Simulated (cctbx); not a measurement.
## CsDyAlW3 with cctbx, script by script

Library: cctbx 2025.11. The data are simulated by the first script.

## 1. Simulate the data

run.py:

```python
from cctbx import adptbx, crystal, miller, sgtbx, xray
from cctbx.array_family import flex
from iotbx.shelx import hklf
from scitbx import matrix
import scitbx.random

cs = crystal.symmetry(unit_cell=(4.051, 15.714, 10.841, 90, 90, 90), space_group_symbol='Hall: -C 2c 2')  # Cmcm
atoms = [  # label, site, U (iso, or U11 U22 U33 U12 U13 U23 in A^2), occupancy
    ("W1", (0.5, 0.4364, 0.25), (0.0073, 0.0063, 0.0054, 0.0000, 0.0000, 0.0000), 1),
    ("W2", (0, 0.3763, 0.9438), (0.0060, 0.0041, 0.0061, 0.0000, 0.0000, 0.0011), 1),
    ("Dy1", (0, 0, 0), (0.0062, 0.0064, 0.0066, 0.0000, 0.0000, 0.0003), 1),
    ("Cs1", (0, 0.2581, 0.25), (0.0113, 0.0102, 0.0073, 0.0000, 0.0000, 0.0000), 1),
    ("Al1", (0.5, 0.0362, 0.25), (0.0138, 0.0109, 0.0223, 0.0000, 0.0000, 0.0000), 1),
]
xs = xray.structure(crystal_symmetry=cs)
for label, site, u, occ in atoms:
    u = adptbx.u_cif_as_u_star(cs.unit_cell(), u) if isinstance(u, tuple) else u
    xs.add_scatterer(xray.scatterer(label, site=site, u=u, occupancy=occ))
xs.set_inelastic_form_factors(0.71073, "sasaki")
xs.show_summary()
p1 = xs.expand_to_p1()
ms = miller.build_set(p1, anomalous_flag=True, d_min=0.6)
flex.set_random_seed(111646)
scitbx.random.set_random_seed(111646)
ms = ms.select(flex.random_double(ms.size()) < 0.7)
i = ms.structure_factors_from_scatterers(p1, algorithm="direct").f_calc().as_intensity_array().data()
i = i / flex.sqrt(1 + 0.1 * i / flex.max(i))  # extinction
i = i * 40000 / flex.max(i)
sig = flex.sqrt(i + flex.pow2(0.015 * i) + 8 ** 2)
noise = scitbx.random.variate(scitbx.random.normal_distribution())(i.size())
data = ms.array(data=i + sig * noise, sigmas=sig).set_observation_type_xray_intensity()
with open("data.hkl", "w") as f:
    data.export_as_shelx_hklf(f)
print("reflections written:", data.size(), " <I/sigma> = %.1f" % flex.mean(data.data() / data.sigmas()))
for h, a, b in list(data.sort("data"))[:12]:
    print("%4d%4d%4d %9.1f %7.1f" % (h + (a, b)))
```

```console
$ python run.py
```

```text
Number of scatterers: 5
At special positions: 5
Unit cell: (4.051, 15.714, 10.841, 90, 90, 90)
Space group: C m c m (No. 63)
reflections written: 9410  <I/sigma> = 14.2
   0   0   4   40887.4   632.5
   0   0  -4   39906.5   632.5
  -4   0   0   35913.9   554.9
   4   0   0   35677.1   554.9
  -1  -3   0   32708.5   514.2
   1   3  -5   32553.7   515.1
  -1   3   5   32531.7   515.1
   1  -3  -5   32471.6   515.1
   1   3   5   32150.6   515.1
  -1  -3   5   31988.5   515.1
   1   3   0   31920.4   514.2
   1  -3   0   31374.0   514.2
```

It took 0.26 s on 1 thread of Arm Neoverse V2 (shared host), peak memory 0.07 GiB.

## 2. Refinement (right model, isotropic)

run.py:

```python
import math
from cctbx import adptbx, crystal, maptbx, sgtbx, xray
from cctbx.array_family import flex
from cctbx.xray import observations
from iotbx.shelx import hklf
from scitbx.lstbx import normal_eqns_solving
from smtbx import absolute_structure, utils
from smtbx.refinement import constraints, least_squares

cs = crystal.symmetry(unit_cell=(4.051, 15.714, 10.841, 90, 90, 90), space_group_symbol='Hall: -C 2c 2')  # Cmcm
atoms = [  # label, site, U (iso, or U11 U22 U33 U12 U13 U23 in A^2), occupancy
    ("W1", (0.5, 0.437, 0.25), 0.0200, 1),
    ("W2", (0, 0.3773, 0.9481), 0.0200, 1),
    ("Dy1", (0, 0, 0), 0.0200, 1),
    ("Cs1", (0, 0.2602, 0.25), 0.0200, 1),
    ("Al1", (0.5, 0.0387, 0.25), 0.0200, 1),
]
xs = xray.structure(crystal_symmetry=cs)
for label, site, u, occ in atoms:
    u = adptbx.u_cif_as_u_star(cs.unit_cell(), u) if isinstance(u, tuple) else u
    xs.add_scatterer(xray.scatterer(label, site=site, u=u, occupancy=occ))
xs.set_inelastic_form_factors(0.71073, "sasaki")
raw = hklf.reader(file_name="data.hkl").as_miller_arrays(crystal_symmetry=cs, anomalous=True)[0]
merged = raw.eliminate_sys_absent().merge_equivalents()
fo2 = merged.array().set_observation_type_xray_intensity()
print("Rint %.3f, %d unique reflections to %.2f A" % (merged.r_int(), fo2.size(), fo2.d_min()))
for sc in xs.scatterers():
    sc.flags.set_grad_site(True)
    sc.flags.set_grad_u_aniso(sc.flags.use_u_aniso())
    sc.flags.set_grad_u_iso(sc.flags.use_u_iso())
obs = fo2.as_xray_observations()
extra = {}
rep = constraints.reparametrisation(xs, [], utils.connectivity_table(xs), **extra)
ls = least_squares.crystallographic_ls(obs, rep, weighting_scheme=least_squares.mainstream_shelx_weighting(a=0, b=0))
print("cycle     R1     wR2    GooF  max shift (A)")
for cycle in range(8):
    ls.build_up()
    r1, wr2, goof = ls.r1_factor(cutoff_factor=2)[0], ls.wR2(), ls.goof()
    old = xs.sites_cart()
    normal_eqns_solving.levenberg_marquardt_iterations(ls, n_max_iterations=3, tau=1e-06, step_threshold=1e-7)
    big = flex.max((xs.sites_cart() - old).norms())
    print("%4d %7.4f %7.4f %7.3f %9.5f" % (cycle + 1, r1, wr2, goof, big))
    ls.build_up(objective_only=True)
    if abs(ls.wR2() - wr2) < 5e-5 and big < 5e-4:
        break
ls.build_up()
print("final R1 %.4f wR2 %.4f GooF %.3f  parameters %d  data/parameter %.1f" % (ls.r1_factor(cutoff_factor=2)[0], ls.wR2(), ls.goof(), ls.n_parameters, fo2.size() / ls.n_parameters))
cov = ls.covariance_matrix_and_annotations()
su = dict(zip(cov.annotations, (math.sqrt(max(v, 0)) for v in cov.matrix.matrix_packed_u_diagonal())))
a2 = cs.unit_cell().reciprocal_parameters()[0] ** -2
print("atom        x        y        z      Ueq    occ   su(xyz)  su(Uiso or U11)")
for sc in xs.scatterers():
    s = max(su.get(sc.label + k, 0) for k in (".x", ".y", ".z"))
    npd = "" if sc.is_positive_definite_u(cs.unit_cell()) else "  NPD"
    print("%-5s %8.5f %8.5f %8.5f %8.4f %6.3f %8.5f %7.4f%s" % ((sc.label,) + sc.site + (sc.u_iso_or_equiv(cs.unit_cell()), sc.occupancy, s, su.get(sc.label + ".uiso", su.get(sc.label + ".u11", 0) * a2), npd)))
fo = fo2.f_sq_as_f()
fc = fo.structure_factors_from_scatterers(xs, algorithm="direct").f_calc()
diff = fo.f_obs_minus_f_calc(1 / math.sqrt(ls.scale_factor()), fc).average_bijvoet_mates()
m = diff.fft_map(symmetry_flags=maptbx.use_space_group_symmetry, resolution_factor=0.25).apply_volume_scaling()
print("difference map: max %.2f min %.2f rms %.2f" % (m.statistics().max(), m.statistics().min(), m.statistics().sigma()))
peaks = m.peak_search(parameters=maptbx.peak_search_parameters(min_distance_sym_equiv=0.6, max_clusters=6)).all()
near = xs.closest_distances(peaks.sites(), distance_cutoff=4)
sps = cs.special_position_settings(min_distance_sym_equiv=0.5)
for k, (x, h) in enumerate(zip(peaks.sites(), peaks.heights())):
    ss = sps.site_symmetry(x)
    print("Q%-3d %7.4f %7.4f %7.4f %4d %7.2f  %.2f A from %s" % ((k + 1,) + tuple(t % 1 for t in ss.exact_site()) + (ss.multiplicity(), h, near.smallest_distances[k], xs.scatterers()[near.i_seqs[k]].label)))
```

```console
$ python run.py
```

```text
Rint 0.016, 972 unique reflections to 0.60 A
cycle     R1     wR2    GooF  max shift (A)
   1  0.2288  0.4585  31.129   0.04906
   2  0.0214  0.0514   3.487   0.00005
final R1 0.0214 wR2 0.0514 GooF 3.487  parameters 10  data/parameter 97.2
atom        x        y        z      Ueq    occ   su(xyz)  su(Uiso or U11)
W1     0.50000  0.43641  0.25000   0.0062  1.000  0.00002  0.0001
W2     0.00000  0.37630  0.94381   0.0052  1.000  0.00002  0.0001
Dy1    0.00000  0.00000  0.00000   0.0063  1.000  0.00000  0.0001
Cs1    0.00000  0.25809  0.25000   0.0095  1.000  0.00004  0.0001
Al1    0.50000  0.03597  0.25000   0.0161  1.000  0.00026  0.0006
difference map: max 5.12 min -8.89 rms 0.49
Q1    0.0000  0.3658  0.5878    8    5.60  0.38 A from W2
Q2    0.0000  0.3859  0.5238    8    5.19  0.38 A from W2
Q3    0.0967  0.2593  0.2500    8    4.62  0.39 A from Cs1
Q4    0.0972  0.0643  0.7500    8    4.58  0.39 A from W1
Q5    0.0000  0.4604  0.7150    8    2.98  0.38 A from Al1
Q6    0.0000  0.3231  0.5390    8    1.91  0.86 A from W2
```

Time: 0.38 s.

Figures of merit this high mean that the model is still wrong or incomplete.

## 3. Refinement (right model, anisotropic)

run.py, as its changes from the last script of this kind:

```diff
@@ -12,5 +12,5 @@
-    ("W1", (0.5, 0.437, 0.25), 0.0200, 1),
-    ("W2", (0, 0.3773, 0.9481), 0.0200, 1),
-    ("Dy1", (0, 0, 0), 0.0200, 1),
-    ("Cs1", (0, 0.2602, 0.25), 0.0200, 1),
-    ("Al1", (0.5, 0.0387, 0.25), 0.0200, 1),
+    ("W1", (0.5, 0.43641, 0.25), 0.0062, 1),
+    ("W2", (0, 0.3763, 0.94381), 0.0052, 1),
+    ("Dy1", (0, 0, 0), 0.0063, 1),
+    ("Cs1", (0, 0.25809, 0.25), 0.0095, 1),
+    ("Al1", (0.5, 0.03597, 0.25), 0.0161, 1),
@@ -22,0 +23 @@
+xs.convert_to_anisotropic()
```

```console
$ python run.py
```

```text
Rint 0.016, 972 unique reflections to 0.60 A
cycle     R1     wR2    GooF  max shift (A)
   1  0.0214  0.0514   3.513   0.00478
   2  0.0070  0.0151   1.030   0.00001
final R1 0.0070 wR2 0.0151 GooF 1.030  parameters 22  data/parameter 44.2
atom        x        y        z      Ueq    occ   su(xyz)  su(Uiso or U11)
W1     0.50000  0.43641  0.25000   0.0062  1.000  0.00001  0.0000
W2     0.00000  0.37630  0.94380   0.0053  1.000  0.00001  0.0000
Dy1    0.00000  0.00000  0.00000   0.0063  1.000  0.00000  0.0000
Cs1    0.00000  0.25809  0.25000   0.0095  1.000  0.00001  0.0001
Al1    0.50000  0.03627  0.25000   0.0155  1.000  0.00007  0.0004
difference map: max 0.81 min -1.11 rms 0.18
Q1    0.0000  0.2474  0.1550    8    0.85  1.04 A from Cs1
Q2    0.0000  0.1244  0.1184    8    0.74  2.13 A from W2
Q3    0.0000  0.1764  0.5536    8    0.73  2.49 A from W2
Q4    0.0000  0.1902  0.6385    8    0.72  2.33 A from W1
Q5    0.0000  0.4518  0.6501    8    0.71  1.10 A from Al1
Q6    0.0000  0.3063  0.5625    8    0.68  1.10 A from W2
```

Time: 0.38 s.

## 4. Refinement

run.py, as its changes from the last script of this kind:

```diff
@@ -13 +13 @@
-    ("W2", (0, 0.3763, 0.94381), 0.0052, 1),
+    ("Ir1", (0, 0.3763, 0.94381), 0.0052, 1),
@@ -37 +37 @@
-for cycle in range(8):
+for cycle in range(12):
```

```console
$ python run.py
```

```text
Rint 0.016, 972 unique reflections to 0.60 A
cycle     R1     wR2    GooF  max shift (A)
   1  0.0286  0.0707   4.832   0.00351
   2  0.0095  0.0228   1.559   0.00001
final R1 0.0095 wR2 0.0228 GooF 1.559  parameters 22  data/parameter 44.2
atom        x        y        z      Ueq    occ   su(xyz)  su(Uiso or U11)
W1     0.50000  0.43641  0.25000   0.0058  1.000  0.00001  0.0001
Ir1    0.00000  0.37630  0.94380   0.0061  1.000  0.00001  0.0000
Dy1    0.00000  0.00000  0.00000   0.0058  1.000  0.00000  0.0001
Cs1    0.00000  0.25809  0.25000   0.0090  1.000  0.00002  0.0001
Al1    0.50000  0.03619  0.25000   0.0149  1.000  0.00011  0.0006
difference map: max 1.09 min -2.21 rms 0.25
Q1    0.0000  0.0095  0.0341    8    1.10  0.40 A from Dy1
Q2    0.0000  0.0413  0.7500    4    1.08  0.35 A from W1
Q3    0.0000  0.2535  0.2100    8    0.89  0.44 A from Cs1
Q4    0.0000  0.1802  0.5556    8    0.87  2.52 A from Ir1
Q5    0.0000  0.2380  0.1539    8    0.85  1.09 A from Cs1
Q6    0.0000  0.3809  0.6452    8    0.84  0.97 A from Ir1
```

Time: 0.39 s.

This run holds a fault made on purpose: wrong element: Ir1 is W.

## 5. Refinement

run.py, as its changes from the last script of this kind:

```diff
@@ -12,5 +12,5 @@
-    ("W1", (0.5, 0.43641, 0.25), 0.0062, 1),
-    ("Ir1", (0, 0.3763, 0.94381), 0.0052, 1),
-    ("Dy1", (0, 0, 0), 0.0063, 1),
-    ("Cs1", (0, 0.25809, 0.25), 0.0095, 1),
-    ("Al1", (0.5, 0.03597, 0.25), 0.0161, 1),
+    ("W1", (0.5, 0.439, 0.25), 0.0200, 1),
+    ("W2", (0, 0.3862, 0.9826), 0.0200, 1),
+    ("Dy1", (0, 0, 0), 0.0200, 1),
+    ("Cs1", (0, 0.2903, 0.25), 0.0200, 1),
+    ("Al1", (0.5, 0.0342, 0.25), 0.0200, 1),
@@ -23 +22,0 @@
-xs.convert_to_anisotropic()
@@ -37 +36 @@
-for cycle in range(12):
+for cycle in range(10):
@@ -41 +40 @@
-    normal_eqns_solving.levenberg_marquardt_iterations(ls, n_max_iterations=3, tau=1e-06, step_threshold=1e-7)
+    normal_eqns_solving.levenberg_marquardt_iterations(ls, n_max_iterations=3, tau=0.0001, step_threshold=1e-7)
```

```console
$ python run.py
```

```text
Rint 0.016, 972 unique reflections to 0.60 A
cycle     R1     wR2    GooF  max shift (A)
   1  0.8483  0.9802  66.557   0.48301
   2  0.2244  0.4544  30.857   0.07430
   3  0.0214  0.0514   3.487   0.00001
final R1 0.0214 wR2 0.0514 GooF 3.487  parameters 10  data/parameter 97.2
atom        x        y        z      Ueq    occ   su(xyz)  su(Uiso or U11)
W1     0.50000  0.43641  0.25000   0.0062  1.000  0.00002  0.0001
W2     0.00000  0.37630  0.94381   0.0052  1.000  0.00002  0.0001
Dy1    0.00000  0.00000  0.00000   0.0063  1.000  0.00000  0.0001
Cs1    0.00000  0.25809  0.25000   0.0095  1.000  0.00004  0.0001
Al1    0.50000  0.03597  0.25000   0.0161  1.000  0.00026  0.0006
difference map: max 5.12 min -8.89 rms 0.49
Q1    0.0000  0.3658  0.5878    8    5.60  0.38 A from W2
Q2    0.0000  0.3859  0.5238    8    5.19  0.38 A from W2
Q3    0.0967  0.2593  0.2500    8    4.62  0.39 A from Cs1
Q4    0.0972  0.0643  0.7500    8    4.58  0.39 A from W1
Q5    0.0000  0.4604  0.7150    8    2.98  0.38 A from Al1
Q6    0.0000  0.3231  0.5390    8    1.91  0.86 A from W2
```

Time: 0.43 s.

This run holds a fault made on purpose: start far from the minimum.

## 6. Refinement

run.py, as its changes from the last script of this kind:

```diff
@@ -12,5 +12,5 @@
-    ("W1", (0.5, 0.439, 0.25), 0.0200, 1),
-    ("W2", (0, 0.3862, 0.9826), 0.0200, 1),
-    ("Dy1", (0, 0, 0), 0.0200, 1),
-    ("Cs1", (0, 0.2903, 0.25), 0.0200, 1),
-    ("Al1", (0.5, 0.0342, 0.25), 0.0200, 1),
+    ("W1", (0.5, 0.43641, 0.25), 0.0062, 1),
+    ("W2", (0, 0.3763, 0.94381), 0.0052, 1),
+    ("Dy1", (0, 0, 0), 0.0063, 1),
+    ("Cs1", (0, 0.25809, 0.25), 0.0095, 1),
+    ("Al1", (0.5, 0.03597, 0.25), 0.0161, 1),
@@ -22,0 +23 @@
+xs.convert_to_anisotropic()
@@ -24 +25 @@
-merged = raw.eliminate_sys_absent().merge_equivalents()
+merged = raw.eliminate_sys_absent().resolution_filter(d_min=1.3).merge_equivalents()
@@ -36 +37 @@
-for cycle in range(10):
+for cycle in range(12):
@@ -40 +41 @@
-    normal_eqns_solving.levenberg_marquardt_iterations(ls, n_max_iterations=3, tau=0.0001, step_threshold=1e-7)
+    normal_eqns_solving.levenberg_marquardt_iterations(ls, n_max_iterations=3, tau=1e-06, step_threshold=1e-7)
```

```console
$ python run.py
```

```text
Rint 0.014, 109 unique reflections to 1.30 A
cycle     R1     wR2    GooF  max shift (A)
   1  0.0091  0.0224   2.007   0.00079
   2  0.0067  0.0149   1.336   0.00000
final R1 0.0067 wR2 0.0149 GooF 1.336  parameters 22  data/parameter 5.0
atom        x        y        z      Ueq    occ   su(xyz)  su(Uiso or U11)
W1     0.50000  0.43642  0.25000   0.0058  1.000  0.00004  0.0006
W2     0.00000  0.37627  0.94378   0.0048  1.000  0.00004  0.0005
Dy1    0.00000  0.00000  0.00000   0.0059  1.000  0.00000  0.0006
Cs1    0.00000  0.25804  0.25000   0.0094  1.000  0.00006  0.0008
Al1    0.50000  0.03601  0.25000   0.0147  1.000  0.00029  0.0037
difference map: max 0.32 min -0.40 rms 0.09
Q1    0.0000  0.1784  0.6077    8    0.32  2.37 A from W1
Q2    0.0000  0.4650  0.0799    8    0.25  2.03 A from W2
Q3    0.0000  0.0586  0.6217    8    0.24  1.39 A from W1
Q4    0.0000  0.2236  0.1644    8    0.24  1.07 A from Cs1
Q5    0.0000  0.3250  0.0991    8    0.21  1.87 A from W2
Q6    0.0000  0.1687  0.2500    4    0.21  1.40 A from Cs1
```

It took 0.36 s on 1 thread of Arm Neoverse V2, on a shared host, peak memory 0.09 GiB.

This run holds a fault made on purpose: data cut at low resolution.

[Logs are printed without paths, hosts, clocks, repeated set-up lines and the standing remarks that a program may print on its own settings, such as how far it seeks lower states.]
